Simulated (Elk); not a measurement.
# Double counting and the size of U in TiBr2

Aim: see how the moments of TiBr2 follow the form and size of the Hubbard term.

Main program and level: Elk 11.2.3 (patched build); LDA (Perdew-Wang); all-electron APW+lo, Dirac cores, scalar-relativistic bands with second-variational spin-orbit coupling.

The database entry behind the starting cell has ideal inner coordinates that were not refined, so it need not match the best structure at ambient conditions.

### 1. The starting structure

It takes space group P-3m1 (No. 164, trigonal). Conventional cell: a = 3.629 Å, b = 3.629 Å, c = 6.492 Å, α = 90.00°, β = 90.00°, γ = 120.00°. Ti has 6 Br at 2.65 Å nearest. Nearest to Br lie 3 Ti at 2.65 Å. Farther neighbours and most contacts between anions are not listed.

### 2. No U

The run without a Hubbard term is the reference.

Moments are seeded by fields in the spheres (the last three columns under atoms), set against the wanted direction and reduced each loop.

The input, elk.in:

```
tasks
  0
  15

xctype
  3

rgkmax
  7.0

nempty
  12

swidth
  0.003

reducebf
  0.6

epsengy
  1e-05

maxscl
  100

lmaxi
  3

spinorb
  .true.

cmagz
  .true.

spinpol
  .true.

sppath
  './'

avec
  6.85781610627 0.00000000000 0.00000000000
  -3.42890805313 5.93904296245 0.00000000000
  0.00000000000 0.00000000000 12.26810200107

atoms
  2
  'Ti.in'
  1
  0.0000000000 0.0000000000 0.0000000000   0.000000 0.000000 -0.075000
  'Br.in'
  2
  0.3333333333 0.6666666667 0.2500000000   0.000000 0.000000 0.000000
  0.6666666667 0.3333333333 0.7500000000   0.000000 0.000000 0.000000

ngridk
  6 6 6
```

Command:

```sh
$ OMP_NUM_THREADS=4 elk
```

Numbers of over 12 decimals in the logs are rounded to 6 here.

The program printed:

```text
Info(gndstate): no moment of its own; a second start begins; STATE.OUT holds the state before
Info(gndstate): the second start gave no lower state; one of another order, or behind a
 stronger field, isn't excluded
Warning(chksvso): spin-orbit splittings by the second variation are low [figures from our tests cut]: local-orbitals by j (lorbdm 7 and 8, zora) mend levels alone

--- INFO.OUT ---
┌─────────────────────────┐
│ Elk code version 11.2.3 │
└─────────────────────────┘

All units are atomic (Hartree, Bohr, etc.)

┌─────────────────────────────────────────────────┐
│ Ground-state run starting from atomic densities │
└─────────────────────────────────────────────────┘

Lattice vectors :
   6.857816106       0.000000000       0.000000000
  -3.428908053       5.939042962       0.000000000
   0.000000000       0.000000000       12.26810200

Species : 1 (Ti)
 parameters loaded from : Ti.in
 name : titanium
 nuclear charge    :   -22.00000000
 electronic charge :    22.00000000
 atomic mass :    87256.20317
 muffin-tin radius :    2.400000000
 number of radial points in muffin-tin :    497
 inner part over the whole radius :   0.9985722337E-02
 number on inner part of muffin-tin    :    350
 approximate nuclear radius :   0.6805665174E-04
 number of mesh points to nuclear radius :    163
 atomic positions (lattice), magnetic fields (Cartesian) :
  1 :   0.00000000  0.00000000  0.00000000    0.00000000  0.00000000 -0.07500000

Species : 2 (Br)
 parameters loaded from : Br.in
 name : bromine
 nuclear charge    :   -35.00000000
 electronic charge :    35.00000000
 atomic mass :    145656.0816
 muffin-tin radius :    2.400000000
 number of radial points in muffin-tin :    497
 inner part over the whole radius :   0.9934012010E-02
 number on inner part of muffin-tin    :    352
 approximate nuclear radius :   0.7858070945E-04
 number of mesh points to nuclear radius :    172
 atomic positions (lattice), magnetic fields (Cartesian) :
  1 :   0.33333333 -0.33333333  0.25000000    0.00000000  0.00000000  0.00000000
  2 :  -0.33333333  0.33333333 -0.25000000    0.00000000  0.00000000  0.00000000

Total number of atoms per unit cell :    3
Total muffin-tin volume :    173.7175074
 ratio of muffin-tin to unit cell volume :   0.3476673512

Spin treatment :
 spin-polarised
 spin-orbit coupling
 global magnetic field (Cartesian) :    0.000000000       0.000000000       0.000000000
 collinear magnetisation in z-direction

Number of Bravais lattice symmetries :   24
Number of crystal symmetries         :    6
Crystal has inversion symmetry
Real symmetric eigensolver will be used

k-point grid :      6     6     6
k-point offset :    0.000000000       0.000000000       0.000000000
k-point set is reduced with full crystal symmetry group
Total number of k-points :       44

Muffin-tin radius times maximum |G+k| :    7.000000000
 using average radius
Maximum |G+k| for APW functions       :    2.916666667
Maximum (1/2)|G+k|²                   :    4.253472222
Maximum |G| for potential and density :    12.00000000
Constant for pseudocharge density :    7
 order of it for each species :   14  14
 order of it for pair densities of each species (exact exchange by exxq0 0: 14) :   10  10
Radial integration step length :    1

G-vector grid sizes :     27    27    48
Number of G-vectors :    14549

Maximum angular momentum used for
 APW functions            :    8
 outer part of muffin-tin :    6
 inner part of muffin-tin :    3

Number of empty states         :     36
Total number of valence states :    120
Total number of core states    :     46

Third-order local-orbitals added for an l without core states : T
Total number of local-orbitals :     58

Exchange-correlation functional :      3     0     0
 Perdew-Wang/Ceperley-Alder, Phys. Rev. B 45, 13244 (1992)
 gradient requirement :    0
 local density approximation (LDA)

Smearing type :    3
 Fermi-Dirac
Smearing width :   0.3000000000E-02
Effective electronic temperature (K) :    947.3250744

Mixing type :    3
 Broyden mixing, J. Phys. A: Math. Gen. 17, L317 (1984)

Kohn-Sham potential initialised from atomic data

┌──────────────────────────────┐
│ Self-consistent loop started │
└──────────────────────────────┘

┌─────────────────┐
│ Loop number : 1 │
└─────────────────┘

Energies :
 Fermi                       :     0.64392351815920E-01
 sum of occupied eigenvalues :     -3533.9874846875
 electron kinetic            :      6194.8303852647
 core electron kinetic       :      5651.6829672274
 Coulomb                     :     -12035.914058886
 Coulomb potential           :     -9429.9014266745
 nuclear-nuclear             :     -718.17146981910
 electron-nuclear            :     -13220.202987608
 Hartree                     :      1902.4603985414
 Madelung                    :     -7320.9633455487
 xc potential                :     -298.86635280036
 xc effective B-field        :    -0.39630700403229E-01
 external B-field            :      0.000000
 exchange                    :     -210.16911268919
 correlation                 :     -8.159513
 electron entropic           :    -0.25164642176855E-02
 total energy                :     -6059.4148159909
 (external B-field energy excluded from total)

Density of states at Fermi energy :    89.06279184
 (states/Hartree/unit cell)

Estimated indirect band gap :   0.9387613626E-03
 from k-point 13 to k-point 25
Estimated direct band gap   :   0.1883916165E-02
 at k-point 18

Charges :
 core                        :    46.00000000
 valence                     :    46.00000000
 interstitial                :    4.548938054
 muffin-tins (core leakage)
  species : 1 (Ti)
   atom 1                    :    20.54786440     ( -0.3536563010E-05)
  species : 2 (Br)
   atom 1                    :    33.45159877     (  0.1762609010E-04)
   atom 2                    :    33.45159877     (  0.1762609010E-04)
 total in muffin-tins        :    87.45106195
 total calculated charge     :    91.99942061
 total charge                :    92.00000000
 error                       :   0.5793865476E-03

Moments :
 interstitial                :   0.2564946675
 muffin-tins
  species : 1 (Ti)
   atom 1                    :    1.433490148
  species : 2 (Br)
   atom 1                    :  -0.2420243810E-02
   atom 2                    :  -0.2420243810E-02
 total in muffin-tins        :    1.428649661
 total moment                :    1.685144328

[... earlier loops left out ...]

┌──────────────────┐
│ Loop number : 61 │
└──────────────────┘

Energies :
 Fermi                       :     0.191029
 sum of occupied eigenvalues :     -3524.6923355179
 electron kinetic            :      6196.1378443494
 core electron kinetic       :      5652.1590411885
 Coulomb                     :     -12036.721559231
 Coulomb potential           :     -9431.7229513505
 nuclear-nuclear             :     -718.17146981910
 electron-nuclear            :     -13219.918045436
 Hartree                     :      1901.3679560237
 Madelung                    :     -7320.8600835560
 xc potential                :     -289.10722851648
 xc effective B-field        :    -0.28198280277152E-09
 external B-field            :      0.000000
 exchange                    :     -210.10956617100
 correlation                 :     -8.161025
 electron entropic           :    -0.23077868523334E-02
 total energy                :     -6058.8566134916
 (external B-field energy excluded from total)

Density of states at Fermi energy :    77.69364633
 (states/Hartree/unit cell)

Estimated indirect band gap :   0.1492770520E-02
 from k-point 1 to k-point 23
Estimated direct band gap   :   0.2148049757E-02
 at k-point 23

Charges :
 core                        :    46.00000000
 valence                     :    46.00000000
 interstitial                :    4.673403771
 muffin-tins (core leakage)
  species : 1 (Ti)
   atom 1                    :    20.28326412     ( -0.3536576147E-05)
  species : 2 (Br)
   atom 1                    :    33.52166605     (  0.1714134084E-04)
   atom 2                    :    33.52166605     (  0.1714134084E-04)
 total in muffin-tins        :    87.32659623
 total calculated charge     :    91.99944613
 total charge                :    92.00000000
 error                       :   0.5538686710E-03

Moments :
 interstitial                :   0.5343014336E-06
 muffin-tins
  species : 1 (Ti)
   atom 1                    :   0.2542522979E-05
  species : 2 (Br)
   atom 1                    :  -0.9209698110E-06
   atom 2                    :  -0.9209698110E-06
 total in muffin-tins        :   0.7005833575E-06
 total moment                :   0.1234884791E-05

┌──────────────────────────────┐
│ Self-consistent loop stopped │
└──────────────────────────────┘

Wrote STATE.OUT
```

Run time: 3.7 min. Hardware: 4 threads of Arm Neoverse V2, shared host; peak memory 0.25 GiB; 14 min of CPU time.

The moments died away, and this build then starts once more from a stronger push, within the same count of loops. That gave no lower state.

The spin moment in the muffin-tin sphere vanishes on all atoms.

Numbers from this step:

* final state: non-magnetic

After 61 cycles the seed has died away: no moment is left.

The orbital moment <L> in the sphere vanishes on all atoms.

### 3. U = 3.00 eV, J = 0.90 eV on Ti d (fully localised)

Fully localised double counting pushes orbitals towards full or empty, which suits localised shells.

Changes to elk.in since step 2:

```diff
@@ -37,2 +37,5 @@
 
+tmwrite
+  .true.
+
 sppath
@@ -57 +60,5 @@
   6 6 6
+
+dft+u
+  1 1
+  1 2 0.110248 0.033074
```

Command:

```sh
$ OMP_NUM_THREADS=4 elk
```

The program printed:

```text
Warning(gndstate): forces or DFT+U at lmaxo under 8 : 6
  [figures from our tests cut]: type lmaxo 8 and lmaxapw 10
Warning(chksvso): spin-orbit splittings by the second variation are low [figures from our tests cut]: local-orbitals by j (lorbdm 7 and 8, zora) mend levels alone

--- INFO.OUT ---
┌─────────────────────────┐
│ Elk code version 11.2.3 │
└─────────────────────────┘

All units are atomic (Hartree, Bohr, etc.)

┌─────────────────────────────────────────────────┐
│ Ground-state run starting from atomic densities │
└─────────────────────────────────────────────────┘

Lattice vectors :
   6.857816106       0.000000000       0.000000000
  -3.428908053       5.939042962       0.000000000
   0.000000000       0.000000000       12.26810200

Species : 1 (Ti)
 muffin-tin radius :    2.400000000
 atomic positions (lattice), magnetic fields (Cartesian) :
  1 :   0.00000000  0.00000000  0.00000000    0.00000000  0.00000000 -0.07500000

Species : 2 (Br)
 muffin-tin radius :    2.400000000
 atomic positions (lattice), magnetic fields (Cartesian) :
  1 :   0.33333333 -0.33333333  0.25000000    0.00000000  0.00000000  0.00000000
  2 :  -0.33333333  0.33333333 -0.25000000    0.00000000  0.00000000  0.00000000

Total number of atoms per unit cell :    3
Total muffin-tin volume :    173.7175074
 ratio of muffin-tin to unit cell volume :   0.3476673512

Spin treatment :
 spin-polarised
 spin-orbit coupling
 global magnetic field (Cartesian) :    0.000000000       0.000000000       0.000000000
 collinear magnetisation in z-direction

Number of Bravais lattice symmetries :   24
Number of crystal symmetries         :    6
Crystal has inversion symmetry
Real symmetric eigensolver will be used

k-point grid :      6     6     6
k-point offset :    0.000000000       0.000000000       0.000000000
k-point set is reduced with full crystal symmetry group
Total number of k-points :       44

Muffin-tin radius times maximum |G+k| :    7.000000000
 using average radius
Maximum |G+k| for APW functions       :    2.916666667
Maximum (1/2)|G+k|²                   :    4.253472222
Maximum |G| for potential and density :    12.00000000
Constant for pseudocharge density :    7
 order of it for each species :   14  14
 order of it for pair densities of each species (exact exchange by exxq0 0: 14) :   10  10
Radial integration step length :    1

G-vector grid sizes :     27    27    48
Number of G-vectors :    14549

Maximum angular momentum used for
 APW functions            :    8
 outer part of muffin-tin :    6

Number of empty states         :     36
Total number of valence states :    120
Total number of core states    :     46

Third-order local-orbitals added for an l without core states : T
Total number of local-orbitals :     58

Exchange-correlation functional :      3     0     0
 Perdew-Wang/Ceperley-Alder, Phys. Rev. B 45, 13244 (1992)
 gradient requirement :    0
 local density approximation (LDA)

DFT+U calculation
 fully localised limit (FLL)
 see Phys. Rev. B 52, R5467 (1995)
 species : 1 (Ti), l = 2, U =   0.11024800, J =   0.03307400

Smearing type :    3
 Fermi-Dirac
Smearing width :   0.3000000000E-02
Effective electronic temperature (K) :    947.3250744

Mixing type :    3
 Broyden mixing, J. Phys. A: Math. Gen. 17, L317 (1984)

Kohn-Sham potential initialised from atomic data

┌──────────────────────────────┐
│ Self-consistent loop started │
└──────────────────────────────┘

[... earlier loops left out ...]

┌──────────────────┐
│ Loop number : 25 │
└──────────────────┘

Energies :
 Fermi                       :     0.196690
 sum of occupied eigenvalues :     -3523.8043521118
 electron kinetic            :      6196.4280080106
 core electron kinetic       :      5652.1378454524
 Coulomb                     :     -12036.933685497
 Coulomb potential           :     -9431.0081401440
 nuclear-nuclear             :     -718.17146981910
 electron-nuclear            :     -13221.080307636
 Hartree                     :      1902.3180919572
 Madelung                    :     -7321.4296154255
 xc potential                :     -289.16633170691
 xc effective B-field        :    -0.57882959618673E-01
 external B-field            :      0.000000
 exchange                    :     -210.20091757613
 correlation                 :     -8.156476
 DFT+U                       :     0.52071248305696E-01
 electron entropic           :    -0.49786778532945E-03
 total energy                :     -6058.8114979159
 (external B-field energy excluded from total)

Density of states at Fermi energy :    14.95404119
 (states/Hartree/unit cell)

Estimated indirect band gap :   0.3191124536E-02
 from k-point 9 to k-point 2
Estimated direct band gap   :   0.1296951902E-01
 at k-point 4

Charges :
 core                        :    46.00000000
 valence                     :    46.00000000
 interstitial                :    4.569664395
 muffin-tins (core leakage)
  species : 1 (Ti)
   atom 1                    :    20.32330838     ( -0.3536567640E-05)
  species : 2 (Br)
   atom 1                    :    33.55351361     (  0.1725212468E-04)
   atom 2                    :    33.55351361     (  0.1725212468E-04)
 total in muffin-tins        :    87.43033560
 total calculated charge     :    91.99960021
 total charge                :    92.00000000
 error                       :   0.3997913208E-03

Moments :
 interstitial                :   0.3658304432
 muffin-tins
  species : 1 (Ti)
   atom 1                    :    1.579007599
  species : 2 (Br)
   atom 1                    :   0.2231760416E-01
   atom 2                    :   0.2231760416E-01
 total in muffin-tins        :    1.623642807
 total moment                :    1.989473250

┌──────────────────────────────┐
│ Self-consistent loop stopped │
└──────────────────────────────┘

Warning : forces or DFT+U at lmaxo under 8 : 6

Wrote STATE.OUT
```

The job ended after 1.7 min (4 threads; peak memory 0.25 GiB).

Spin moment in the muffin-tin sphere by atom:

```tsv
atom	spin moment in the muffin-tin sphere (μB)
Ti1	1.58
Br2	0.02
Br3	0.02
```

This step gave:

| Quantity | Value |
| --- | --- |
| density of states at the Fermi level | 0.5496 states/eV/cell |
| moment between the spheres | 0.3658 μB |
| magnetization | 1.989 μB |
| final state | ferromagnetic |

The largest spin moment is +1.58 μB from that of the first run.

Orbital moment <L> in the sphere by atom:

```tsv
atom	x (μB)	y (μB)	z (μB)	size
Ti1	0.0000	0.0000	-0.0226	0.0226
Br2	0.0000	0.0000	-0.0002	0.0002
Br3	0.0000	0.0000	-0.0002	0.0002
```

FDU.OUT:

```text

   1   2 : species, l
  0.1102480000     : F^(0)
  0.2849452308     : F^(2)
  0.1780907692     : F^(4)
  0.1102480000     : U
  0.3307400000E-01 : J
```

In eV, for the first corrected species: U = 3.00, J = 0.90.

Tensor moments of the density matrix of the first corrected atom (TENSMOM.OUT, the program's normalisation), largest first:

```tsv
k	p	r	magnitude	energy (Ha)
0	0	0	2.043	0.0233
0	1	1	1.561	-0.00941
4	0	4	1.410	-0.00770
4	1	4	1.091	-0.00796
4	1	5	0.9480	-0.00602
4	1	3	0.7980	-0.00426
2	0	2	0.3965	4.4e-4
2	1	3	0.3300	-5.8e-4
2	1	1	0.2803	-4.2e-4
1	1	0	0.07775	-3.5e-5
```

Here k is the rank of the orbital part, p = 1 marks spin, 000 is the shell's charge, 011 its spin, 101 its orbital moment and 110 the spin–orbit term.

### 4. U = 3.00 eV, J = 0.90 eV on Ti d (around mean field)

Around-mean-field double counting counts from equal filling of a spin's orbitals, which suits more itinerant shells.

Changes to elk.in since step 3:

```diff
@@ -62,3 +62,3 @@
 dft+u
-  1 1
+  2 1
   1 2 0.110248 0.033074
```

Command:

```sh
$ OMP_NUM_THREADS=4 elk
```

The program printed:

```text
Warning(gndstate): forces or DFT+U at lmaxo under 8 : 6
  [figures from our tests cut]: type lmaxo 8 and lmaxapw 10
Warning(chksvso): spin-orbit splittings by the second variation are low [figures from our tests cut]: local-orbitals by j (lorbdm 7 and 8, zora) mend levels alone

--- INFO.OUT ---
┌─────────────────────────┐
│ Elk code version 11.2.3 │
└─────────────────────────┘

All units are atomic (Hartree, Bohr, etc.)

┌─────────────────────────────────────────────────┐
│ Ground-state run starting from atomic densities │
[...]
total calculated charge     :    91.99945761
 total charge                :    92.00000000
 error                       :   0.5423879157E-03

Moments :
 interstitial                :   0.9959630123E-01
 muffin-tins
  species : 1 (Ti)
   atom 1                    :   0.4129679630
  species : 2 (Br)
   atom 1                    :   0.1312419709E-01
   atom 2                    :   0.1312419709E-01
 total in muffin-tins        :   0.4392163572
 total moment                :   0.5388126584

┌──────────────────────────────┐
│ Self-consistent loop stopped │
└──────────────────────────────┘

Warning : forces or DFT+U at lmaxo under 8 : 6

Wrote STATE.OUT

[key lines of the parts left out:]
total energy                :     -6058.8694863943
```

Wall time 6.5 min (4 threads); peak memory 0.25 GiB; 25 min of CPU time.

Numbers from this step:

| Quantity | Value |
| --- | --- |
| density of states at the Fermi level | 0.04999 states/eV/cell |
| moment between the spheres | 0.09960 μB |
| magnetization | 0.5388 μB |
| final state | ferromagnetic |
| largest moment | 0.4130 μB |

The largest spin moment is +0.41 μB from that of the first run.

[end of part 1 of 2]

[Logs and program files are shortened in this print: banners, set-up blocks, solver, clock and traceback lines can be left out without a mark of their own.]

[Logs are printed without paths, hosts, clocks, repeated set-up lines and the standing remarks that a program may print on its own settings, such as how far it seeks lower states.]

[Hosts, paths, dates, database ids (printed as entryN), source tags and the programs' standing remarks are cut or masked in the printed files.]

[Where a cell is said to come from a database of computed structures, the database is the Materials Project.]
